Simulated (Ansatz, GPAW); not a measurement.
# Work function of OH/Nb(110) at several levels

Aim: the work function of both faces of OH/Nb(110), and its spread over functionals and bases.

Calculated with GPAW 26.7.0 and Ansatz 0.2.0; Ansatz plane waves; slab in vacuum with a dipole correction, relaxation, in the first sound run; inputs show where later runs differ.

### Step 1. The structure

The cell holds 18 atoms: 16 Nb, 1 O and 1 H. Its edges and angles: a = 5.716 Å, b = 5.716 Å, c = 23.783 Å, α = 90.0°, β = 90.0°, γ = 70.5°. Vacuum lies along c.

### Step 2. Relaxing the atoms

Forces are removed first; all later runs use this geometry. The lowest 8 atoms are held at bulk positions and keep their forces.

input.yaml reads:

```yaml
crystal:
  lattice:
    - [4.6669047558, -3.3, 0.0]
    - [4.6669047558, 3.3, 0.0]
    - [0.0, 0.0, 23.782612665]
  atoms:
    - { symbol: Nb, position: [0.0, 0.0, 0.2943326748] }
    - { symbol: Nb, position: [0.25, 0.25, 0.392448572] }
    - { symbol: Nb, position: [0.0, 0.0, 0.4905644691] }
    - { symbol: Nb, position: [0.25, 0.25, 0.5886803662] }
    - { symbol: Nb, position: [0.0, 0.5, 0.2943326748] }
    - { symbol: Nb, position: [0.25, 0.75, 0.392448572] }
    - { symbol: Nb, position: [0.0, 0.5, 0.4905644691] }
    - { symbol: Nb, position: [0.25, 0.75, 0.5886803662] }
    - { symbol: Nb, position: [0.5, 0.0, 0.2943326748] }
    - { symbol: Nb, position: [0.75, 0.25, 0.392448572] }
    - { symbol: Nb, position: [0.5, 0.0, 0.4905644691] }
    - { symbol: Nb, position: [0.75, 0.25, 0.5886803662] }
    - { symbol: Nb, position: [0.5, 0.5, 0.2943326748] }
    - { symbol: Nb, position: [0.75, 0.75, 0.392448572] }
    - { symbol: Nb, position: [0.5, 0.5, 0.4905644691] }
    - { symbol: Nb, position: [0.75, 0.75, 0.5886803662] }
    - { symbol: O, position: [0.0, 0.25, 0.6644607507] }
    - { symbol: H, position: [0.0, 0.25, 0.7056673252] }
kpoints:
  mp_grid: { grid: [6, 6, 1] }
hamiltonian:
  xc: pbe
scf:
  occupations: { method: fermi_dirac, width: 0.1 }
efield:
  axis: 3
  dipole_correction: true
  ramp_width: 0.05
relax:
  f_tol: 0.02
  max_steps: 60
  constraints: [{ sites: [0, 1, 4, 5, 8, 9, 12, 13] }]
output:
  write_potential: true
  write_density: true
  volumetric_format: npy
```

On the command line:

```bash
$ ansatz run input.yaml --threads 4 --pin off --max-ram 8192MiB --backend cpu --events-out ev --progress --plain --runs-dir out
```

Numbers of over 12 decimals in the logs are rounded to 6 here.

The program printed:

```text
Engine: ansatz 0.2.0, aarch64-unknown-linux-gnu
Pseudopotentials: kind: paw
Pseudopotential: Nb, paw, valence charge 13, recommended cutoff 420 eV (normal), Nb.paw.azcp
Pseudopotential: O, paw, valence charge 6, recommended cutoff 420 eV (normal), O.paw.azcp
Pseudopotential: H, paw, valence charge 1, recommended cutoff 420 eV (normal), H.paw.azcp
Functional definition: PBE
  parameter kappa = 0.804
  parameter beta = 0.066725
  exchange = pbe_x(kappa = kappa, mu = beta*pi^2/3)
  correlation = pbe_c(beta = beta)
Crystal: 18 atoms, lattice volume = 732.542 Å³
Basis set: ecut = 420 eV, 14295 PW (Γ), exchange–correlation on 80×80×320 points (8 copies of the dense FFT grid, shifted against one another)
Bands: 129, of which v1, the nominal top of the filled ones, is band 108 counted from 1 (107 counted from 0)
Symmetry: 2 space group operations
Space group: P2 (ITA 3), of the structure as read, at distance tolerance 9.0e-5 Å
k-points: 20 of 36
Non-local potential: Nb, projectors of the file, l = 0: 3, l = 1: 2, l = 2: 2, l = 3: 1
Non-local potential: O, projectors of the file, l = 0: 2, l = 1: 2, l = 2: 1
Non-local potential: H, projectors of the file, l = 0: 2, l = 1: 1
PAW form: soft (Blöchl's): semilocal exchange-correlation on the pseudo side does not see the compensation charge
PAW one-centre angular grid: Nb, 590 points (default); XC on 64 Gauss nodes
PAW one-centre angular grid: O, 110 points (default); XC on 64 Gauss nodes
PAW one-centre angular grid: H, 110 points (default); XC on 64 Gauss nodes
Initial density: superposition of atomic densities (neutral atoms: chi_scale 0, normalization atom), corrected by the library's trained network
Initial wavefunctions: pseudopotential atomic-orbital guess
Functional: x = pbe(κ = 0.804, μ = 0.219515), c = pbe(β = 0.066725)
SCF iter   1: F=—  HF=-73413.536844 eV  |F-HF|=—  |Δ(HF+E_count)|=         —  Δρ=1.01e-2  dr2=1.27e1  ethr=1.77e-3  p=0.203 e·Å  D=5.01e-2 V/Å  ΔV_dip=-1.19 eV  dr2_dipole=3.92e-1  V_vac-E_F(+/−)=3.63/4.82 eV  ⟨swp⟩=7.9  Hψ=11066  notcnv=0
efield: sawtooth ramp at fractional position 0.9750 (placed from the atoms, in the widest stretch of the axis that holds none; the zero of the levels goes with the place), width 0.0500; the density the first Hamiltonian is built on has a dipole p = 0.203 e·Å; the dipole correction subtracts the counter field D = 5.01e-2 V/Å, which shifts the + side's vacuum level by -1.19 eV against the − side's; the planar-averaged density in the ramp window peaks in size at 2.6e-5 e/Å³
preconditioner: auto → LDOS  [metal: Δε(μ)=0.016 eV  Ē_g=3.431 eV  σ=0.100 eV  W_gap=0.04  n_scr=120 (ndim 8)  ℏωp=12.6 eV  f_vac=0.515  D(μ)=19.53/eV (n_scr^D=120)  β→1.0]
SCF iter   2: F=—  HF=-73413.142092 eV  |F-HF|=—  |Δ(HF+E_count)|=   3.95e-1  Δρ=3.21e-3  dr2=6.21e-1  ethr=1.77e-3  p=0.206 e·Å  D=5.09e-2 V/Å  ΔV_dip=-1.21 eV  dr2_dipole=1.58e-3  V_vac-E_F(+/−)=3.28/4.50 eV  ⟨swp⟩=3.0  Hψ=3385  notcnv=0  defer=2
SCF iter   3: F=—  HF=-73413.129611 eV  |F-HF|=—  |Δ(HF+E_count)|=   1.25e-2  Δρ=9.62e-4  dr2=3.25e-2  ethr=2.89e-4  p=0.204 e·Å  D=5.03e-2 V/Å  ΔV_dip=-1.20 eV  dr2_dipole=4.62e-4  V_vac-E_F(+/−)=3.35/4.55 eV  ⟨swp⟩=2.2  Hψ=3739  notcnv=0
SCF iter   4: F=—  HF=-73413.127571 eV  |F-HF|=—  |Δ(HF+E_count)|=   2.04e-3  Δρ=2.89e-4  dr2=1.03e-3  ethr=1.51e-5  p=0.205 e·Å  D=5.07e-2 V/Å  ΔV_dip=-1.20 eV  dr2_dipole=1.08e-4  V_vac-E_F(+/−)=3.33/4.53 eV  ⟨swp⟩=3.0  Hψ=5021  notcnv=0  defer=1
SCF iter   5: F=—  HF=-73413.127074 eV  |F-HF|=—  |Δ(HF+E_count)|=   4.97e-4  Δρ=7.91e-5  dr2=1.53e-4  ethr=4.79e-7  p=0.205 e·Å  D=5.06e-2 V/Å  ΔV_dip=-1.20 eV  dr2_dipole=3.81e-7  V_vac-E_F(+/−)=3.33/4.53 eV  ⟨swp⟩=2.5  Hψ=4440  notcnv=0
SCF iter   6: F=-73413.127100 eV  HF=-73413.127097 eV  |F-HF|=2.64e-6  |Δ(HF+E_count)|=   2.29e-5  Δρ=3.00e-5  dr2=7.90e-6  ethr=4.65e-9  p=0.204 e·Å  D=5.05e-2 V/Å  ΔV_dip=-1.20 eV  dr2_dipole=1.18e-8  V_vac-E_F(+/−)=3.33/4.53 eV  ⟨swp⟩=11.9  Hψ=25112  notcnv=0
SCF 1 converged in 6 iterations: F = -73413.127100 eV  dr2 = 7.90e-6
  greatest PAW one-centre occupation: 0.998 electrons in one spin orbital (limit 2), on the Nb atom at site 13 (counted from 0), in its partial waves of l = 0
relax step   1: F+E_penalty+E_count = -73413.12709967 eV  Δ(F+E_penalty+E_count) = +0.000e0 eV  max|allowed force component| = 1.313e0 eV/Å  Δτ_max = 0.0000 Å  (6 SCF iters, dr2 threshold 1.00e-5 eV, accepted)
Initial density: handed on by an earlier stage of this run
Initial wavefunctions: those handed on with the density
iter 1 solved again at ethr=1.48e-3 eV; its pass at ethr=3.10e-3 eV (dr2=3.17e0 eV) is discarded
SCF iter   1: F=—  HF=-73413.654269 eV  |F-HF|=—  |Δ(HF+E_count)|=         —  Δρ=1.42e-2  dr2=3.24e0  ethr=1.48e-3  p=0.204 e·Å  D=5.05e-2 V/Å  ΔV_dip=-1.20 eV  dr2_dipole=2.51e-1  V_vac-E_F(+/−)=3.32/4.53 eV  ⟨swp⟩=1.2  Hψ=10330  notcnv=0
efield: sawtooth ramp at fractional position 0.9750 (handed on by an earlier solve), width 0.0500; the density the first Hamiltonian is built on has a dipole p = 0.204 e·Å; the dipole correction subtracts the counter field D = 5.05e-2 V/Å, which shifts the + side's vacuum level by -1.20 eV against the − side's; the planar-averaged density in the ramp window peaks in size at 6.0e-6 e/Å³
preconditioner: auto → LDOS  [metal: Δε(μ)=0.019 eV  Ē_g=3.461 eV  σ=0.100 eV  W_gap=0.05  n_scr=120 (ndim 8)  ℏωp=12.6 eV  f_vac=0.518  D(μ)=19.66/eV (n_scr^D=120)  β→1.0]
SCF iter   2: F=—  HF=-73413.467883 eV  |F-HF|=—  |Δ(HF+E_count)|=   1.86e-1  Δρ=5.12e-3  dr2=3.21e-1  ethr=1.48e-3  p=0.295 e·Å  D=7.28e-2 V/Å  ΔV_dip=-1.73 eV  dr2_dipole=6.86e-2  V_vac-E_F(+/−)=2.81/4.54 eV  ⟨swp⟩=5.2  Hψ=5265  notcnv=0
SCF iter   3: F=—  HF=-73413.421793 eV  |F-HF|=—  |Δ(HF+E_count)|=   4.61e-2  Δρ=2.18e-3  dr2=6.35e-2  ethr=1.49e-4  p=0.239 e·Å  D=5.89e-2 V/Å  ΔV_dip=-1.40 eV  dr2_dipole=6.00e-4  V_vac-E_F(+/−)=3.13/4.53 eV  ⟨swp⟩=4.0  Hψ=5459  notcnv=0
SCF iter   4: F=—  HF=-73413.408994 eV  |F-HF|=—  |Δ(HF+E_count)|=   1.28e-2  Δρ=4.77e-4  dr2=3.16e-3  ethr=2.95e-5  p=0.241 e·Å  D=5.94e-2 V/Å  ΔV_dip=-1.41 eV  dr2_dipole=2.88e-4  V_vac-E_F(+/−)=3.11/4.53 eV  ⟨swp⟩=2.4  Hψ=4187  notcnv=0
SCF iter   5: F=—  HF=-73413.408740 eV  |F-HF|=—  |Δ(HF+E_count)|=   2.55e-4  Δρ=1.12e-4  dr2=1.66e-4  ethr=1.47e-6  p=0.241 e·Å  D=5.96e-2 V/Å  ΔV_dip=-1.42 eV  dr2_dipole=1.68e-5  V_vac-E_F(+/−)=3.11/4.53 eV  ⟨swp⟩=2.9  Hψ=3914  notcnv=0
[...]
relax step   3: F+E_penalty+E_count = -73413.54354872 eV  Δ(F+E_penalty+E_count) = -1.347e-1 eV  max|allowed force component| = 2.383e-1 eV/Å  Δτ_max = 0.1183 Å  (6 SCF iters, dr2 threshold 3.41e-5 eV, accepted)
[...]
relax step   4: F+E_penalty+E_count = -73413.56191222 eV  Δ(F+E_penalty+E_count) = -1.836e-2 eV  max|allowed force component| = 7.685e-2 eV/Å  Δτ_max = 0.0419 Å  (6 SCF iters, dr2 threshold 5.92e-6 eV, accepted)
[...]
relax step   5: F+E_penalty+E_count = -73413.56505089 eV  Δ(F+E_penalty+E_count) = -3.139e-3 eV  max|allowed force component| = 2.234e-2 eV/Å  Δτ_max = 0.0129 Å  (6 SCF iters, dr2 threshold 6.14e-7 eV, accepted)
SCF iter   1: F=—  HF=-73413.565804 eV  |F-HF|=—  |Δ(HF+E_count)|=         —  Δρ=2.40e-4  dr2=9.80e-4  ethr=4.08e-6  p=0.237 e·Å  D=5.86e-2 V/Å  ΔV_dip=-1.39 eV  dr2_dipole=8.24e-5  V_vac-E_F(+/−)=3.13/4.53 eV  ⟨swp⟩=2.5  Hψ=4053  notcnv=0
efield: sawtooth ramp at fractional position 0.9750 (handed on by an earlier solve), width 0.0500; the density the first Hamiltonian is built on has a dipole p = 0.237 e·Å; the dipole correction subtracts the counter field D = 5.86e-2 V/Å, which shifts the + side's vacuum level by -1.39 eV against the − side's; the planar-averaged density in the ramp window peaks in size at 5.0e-6 e/Å³
preconditioner: auto → LDOS  [metal: Δε(μ)=0.014 eV  Ē_g=3.478 eV  σ=0.100 eV  W_gap=0.04  n_scr=120 (ndim 8)  ℏωp=12.6 eV  f_vac=0.517  D(μ)=19.83/eV (n_scr^D=120)  β→1.0]
SCF iter   2: F=—  HF=-73413.565734 eV  |F-HF|=—  |Δ(HF+E_count)|=   7.00e-5  Δρ=8.01e-5  dr2=1.28e-4  ethr=4.56e-7  p=0.238 e·Å  D=5.87e-2 V/Å  ΔV_dip=-1.40 eV  dr2_dipole=7.64e-6  V_vac-E_F(+/−)=3.13/4.53 eV  ⟨swp⟩=2.0  Hψ=3857  notcnv=0
SCF iter   3: F=—  HF=-73413.565734 eV  |F-HF|=—  |Δ(HF+E_count)|=   2.50e-7  Δρ=4.01e-5  dr2=3.66e-5  ethr=5.93e-8  p=0.237 e·Å  D=5.86e-2 V/Å  ΔV_dip=-1.39 eV  dr2_dipole=2.95e-7  V_vac-E_F(+/−)=3.13/4.53 eV  ⟨swp⟩=3.0  Hψ=5085  notcnv=0
SCF iter   4: F=—  HF=-73413.565157 eV  |F-HF|=—  |Δ(HF+E_count)|=   5.77e-4  Δρ=9.18e-6  dr2=1.37e-6  ethr=1.70e-8  p=0.237 e·Å  D=5.86e-2 V/Å  ΔV_dip=-1.39 eV  dr2_dipole=2.91e-8  V_vac-E_F(+/−)=3.13/4.53 eV  ⟨swp⟩=2.5  Hψ=4181  notcnv=0
SCF iter   5: F=—  HF=-73413.565157 eV  |F-HF|=—  |Δ(HF+E_count)|=   9.09e-9  Δρ=2.25e-6  dr2=1.18e-7  ethr=6.37e-10  p=0.237 e·Å  D=5.86e-2 V/Å  ΔV_dip=-1.39 eV  dr2_dipole=3.12e-9  V_vac-E_F(+/−)=3.13/4.53 eV  ⟨swp⟩=3.0  Hψ=3886  notcnv=0
SCF iter   6: F=-73413.565157 eV  HF=-73413.565157 eV  |F-HF|=1.40e-9  |Δ(HF+E_count)|=   3.65e-8  Δρ=7.05e-7  dr2=7.42e-9  ethr=4.65e-11  p=0.237 e·Å  D=5.86e-2 V/Å  ΔV_dip=-1.39 eV  dr2_dipole=9.73e-11  V_vac-E_F(+/−)=3.13/4.53 eV  ⟨swp⟩=10.2  Hψ=18513  notcnv=0
SCF 6 converged in 6 iterations: F = -73413.565157 eV  dr2 = 7.42e-9
relax step   6: F+E_penalty+E_count = -73413.56515744 eV  Δ(F+E_penalty+E_count) = -1.065e-4 eV  max|allowed force component| = 8.630e-3 eV/Å  Δτ_max = 0.0035 Å  (6 SCF iters, accepted)
NSCF: frozen V_eff on 20 k-points
the band table was solved once a step of the walk had ended and its energy, with any forces and stress, was formed, with the checks that follow a solve (11342 applications of the Hamiltonian). They found nothing against the state; the energy, forces and stress were not computed again (output.eigenvalues in the input reference)
WARN: The output density's exchange-correlation potential varies sharply where the density is thin. Do not read a vacuum level from v_tot or v_xc, or from such a field of the output density. On a cell that repeats whose density bears no net charge and no dipole along the vacuum's axis use v_es (v_loc + v_h of the components); under efield.dipole_correction with no amplitude use v_es + v_field, which holds any externa [...]
SCF converged after 6 iterations
Free energy (F): -73413.565157 eV
Harris-Foulkes:  -73413.565157 eV  (|F-HF|=1.40e-9)
Internal energy: -73412.901753 eV  (E = F + TS)
E sigma→0 (E₀):  -73413.233455 eV
Entropy (-TS):   -0.663405 eV (-36.856 meV/atom)
Fermi energy:    5.025491 eV
Dipole field:    D = 0.058627 V/Å  (p = 0.237337 e·Å, saw-weighted, corrected)
Work function:   Φ+ = 3.1330 eV   Φ− = 4.5273 eV
Levels:          The Fermi level and band energies are counted from a zero that moves with the ramp; work functions are not
--- Per-component energies (eV) ---
  E_band       = -3802.192153
  E_kinetic    = 6491.044208
  E_local      = -205266.984097  (includes V_loc(G=0)·N_el)
  E_nonlocal   = 1975.237989
  E_hartree    = 99121.167408
  E_xc         = -2880.795576
  E_vxc        = -3498.557174  (∫ρ·V_xc dr)
  E_paw        = -49334.738580  (= ΣΔE_a)
  E_vpaw       = -1760.690360  (= ΣTr[D̂ρ^β])
  E_aug_tail   = 0.001371  (compensation charges beyond the density's cutoff)
  E_efield     = 0.006957  (sawtooth field / dipole correction)
  E_vefield    = 15.424190  (∫n·V_field dr)
  E_ewald      = 76482.158566
  E_smearing   = -0.663405  (= −TS)
  E_closure    = -0.000000  (closes the sum)
  Σ components = -73413.565157   (vs F -73413.565157, Δ=0.00e0)
--- Forces (eV/Å), atoms counted from 1 ---
  atom   1  Nb     0.01554011    -0.00249239     0.31119341
  atom   2  Nb    -0.01835643    -0.00960674    -0.27950818
  atom   3  Nb    -0.00079884     0.00128281    -0.00049828
  atom   4  Nb     0.00807609     0.00275288    -0.00268514
  atom   5  Nb    -0.01554011     0.00249239     0.31119341
  atom   6  Nb    -0.06794009     0.05648985    -0.36426375
  atom   7  Nb     0.00079884    -0.00128281    -0.00049828
  atom   8  Nb    -0.00862979     0.00298866     0.00275899
  atom   9  Nb     0.01895006     0.00651285     0.32941897
  atom  10  Nb     0.01835643     0.00960674    -0.27950818
  atom  11  Nb    -0.00094980     0.00197341     0.00176171
  atom  12  Nb    -0.00807609    -0.00275288    -0.00268514
  atom  13  Nb    -0.01895006    -0.00651285     0.32941897
  atom  14  Nb     0.06794009    -0.05648985    -0.36426375
  atom  15  Nb     0.00094980    -0.00197341     0.00176171
  atom  16  Nb     0.00862979    -0.00298866     0.00275899
  atom  17  O      0.00000000     0.00000000     0.00472439
  atom  18  H      0.00000000     0.00000000    -0.00116811
  max |Σ_I F_I| component: 8.83e-5 eV/Å
--- Band table (eV; the first three rows and the last of 20) ---
  k-point 0: bands = [... 104 lower, 5.2017, 5.2516, 5.3466, 5.3828, 5.6834, 5.7248, 6.5194, 6.5609, ... 17 higher]
  k-point 1: bands = [... 104 lower, 5.0182, 5.1068, 5.1686, 5.2956, 5.4700, 5.7499, 6.0385, 6.1685, ... 17 higher]
  k-point 2: bands = [... 104 lower, 4.7367, 4.8163, 4.8621, 4.9379, 5.1408, 5.3122, 5.3639, 5.4091, ... 17 higher]
  k-point 19: bands = [... 104 lower, 4.7703, 5.0207, 5.0407, 5.1569, 5.1677, 5.1905, 5.1920, 5.2907, ... 17 higher]
--- Relaxed structure (6 steps of the walk, 6 accepted, 0 SCFs on fresh bases) ---
  F+E_penalty+E_count = -73413.56515744 eV   max|allowed force component| = 8.630e-3 eV/Å
  atoms:
    - { symbol: Nb, position: [0.0, 0.0, 0.2943326748] }
    - { symbol: Nb, position: [0.25, 0.25, 0.392448572] }
    - { symbol: Nb, position: [0.000289714, 0.00033705, 0.492403] }
    - { symbol: Nb, position: [0.259750, 0.248104, 0.590380] }
    - { symbol: Nb, position: [0.0, 0.5, 0.2943326748] }
    - { symbol: Nb, position: [0.25, 0.75, 0.392448572] }
    - { symbol: Nb, position: [-0.000289714, 0.499663, 0.492403] }
    - { symbol: Nb, position: [0.254917, 0.733399, 0.584683] }
    - { symbol: Nb, position: [0.5, 0.0, 0.2943326748] }
    - { symbol: Nb, position: [0.75, 0.25, 0.392448572] }
    - { symbol: Nb, position: [0.502412, 4.0867356456086856e-5, 0.490684] }
    - { symbol: Nb, position: [0.740250, 0.251896, 0.590380] }
    - { symbol: Nb, position: [0.5, 0.5, 0.2943326748] }
    - { symbol: Nb, position: [0.75, 0.75, 0.392448572] }
    - { symbol: Nb, position: [0.497588, 0.499959, 0.490684] }
    - { symbol: Nb, position: [0.745083, 0.766601, 0.584683] }
    - { symbol: O, position: [0.0, 0.25, 0.654627] }
    - { symbol: H, position: [0.0, 0.25, 0.695343] }
```

Wall time 8.9 min (4 threads of Arm Neoverse N1, shared host); peak memory 2.6 GiB.

This run has no spin polarisation although its electron count is odd.

The steps of the relaxation:

| step | energy less that of the first step (eV) | largest force component (eV/Å) |
| --- | --- | --- |
| 1 | 0.0000 | 1.3132 |
| 2 | -0.2817 | 0.7383 |
| 3 | -0.4164 | 0.2383 |
| 4 | -0.4348 | 0.0769 |
| 5 | -0.4380 | 0.0223 |
| 6 | -0.4381 | 0.0086 |

Forces are held to the 2 operations that the run works with; a distortion that breaks them can't arise in this run.

The atoms that moved most (Å):

| atom | dx | dy | dz | length |
| --- | --- | --- | --- | --- |
| H18 | 0.000 | 0.000 | -0.246 | 0.246 |
| O17 | 0.000 | 0.000 | -0.234 | 0.234 |
| Nb8 | -0.055 | -0.071 | -0.095 | 0.131 |
| Nb16 | 0.055 | 0.071 | -0.095 | 0.131 |
| Nb4 | 0.037 | -0.038 | 0.040 | 0.067 |
| Nb12 | -0.037 | 0.038 | 0.040 | 0.067 |
| Nb3 | 0.003 | 0.000 | 0.044 | 0.044 |
| Nb7 | -0.003 | 0.000 | 0.044 | 0.044 |

Numbers from this step:

| Item | Value |
| --- | --- |
| free energy | -73413.5652 eV |
| smearing term TS | 0.6634 eV |
| symmetry operations | 2 |
| upper work function | 3.133 eV |
| lower work function | 4.527 eV |
| dipole along the normal | 0.2373 e·Å |
| dipole field | 0.05863 V/Å |
| vacuum level above | 8.159 eV |
| vacuum level below | 9.553 eV |

The electrostatic potential energy of an electron (with the applied field's), less the Fermi level, planar mean oscillates, so the rows of the table below give means over windows of 1 Å about each position, cut where the curve ends. Its maxima inside the range that stand out by 2 % of the span (Å: eV): 0.7: 4.53, 8.2: -1.11, 10.6: -1.04, 12.8: -1.63. Its minima: 7.0: -21.8, 9.4: -21.6, 11.7: -21.5, 14.0: -21.8.

The electrostatic potential energy of an electron (with the applied field's), less the Fermi level, planar mean by z; means over each step:

| z (Å) | electrostatic potential energy of an electron (with the applied field's), less the Fermi level, planar mean (eV) |
| --- | --- |
| 0 | 4.13 |
| 1 | 4.52 |
| 2 | 4.53 |
| 3 | 4.52 |
| 4 | 4.44 |
| 5 | 3.68 |
| 6 | -3.13 |
| 7 | -18.5 |
| 8 | -4.41 |
| 9 | -15.5 |
| 10 | -9.24 |
| 11 | -8.80 |
| 12 | -15.8 |
| 13 | -5.01 |
| 14 | -18.5 |
| 15 | -3.73 |
| 16 | 1.84 |
| 17 | 2.83 |
| 18 | 3.11 |
| 19 | 3.13 |
| 20 | 3.13 |
| 21 | 3.13 |
| 22 | 3.13 |
| 23 | 3.19 |

The valence density, planar mean oscillates, so the rows of the table below give means over windows of 2.38 Å about each position, cut where the curve ends. Its maxima inside the range that stand out by 2 % of the span (Å: e/Å³): 7.0: 1.29, 9.4: 1.29, 11.7: 1.28, 14.0: 1.29, 15.5: 0.270. Its minima: 8.2: 0.261, 10.6: 0.253, 12.8: 0.281, 15.0: 0.221.

Table of valence density, planar mean by z; means over each step:

| z (Å) | valence density, planar mean (e/Å³) |
| --- | --- |
| 1.19 | 8.8e-6 |
| 3.57 | 0.00212 |
| 5.95 | 0.426 |
| 8.33 | 0.734 |
| 10.71 | 0.721 |
| 13.09 | 0.757 |
| 15.47 | 0.288 |
| 17.85 | 0.00433 |
| 20.23 | 8.3e-6 |

The relaxation lowered the energy of the cell by 0.438 eV.

(Part 1 of 3 ends here.)

[Logs are printed without paths, hosts, clocks, repeated set-up lines and the standing remarks that a program may print on its own settings, such as how far it seeks lower states.]

[Hosts, paths, dates, database ids (printed as entryN), source tags and the programs' standing remarks are cut or masked in the printed files.]
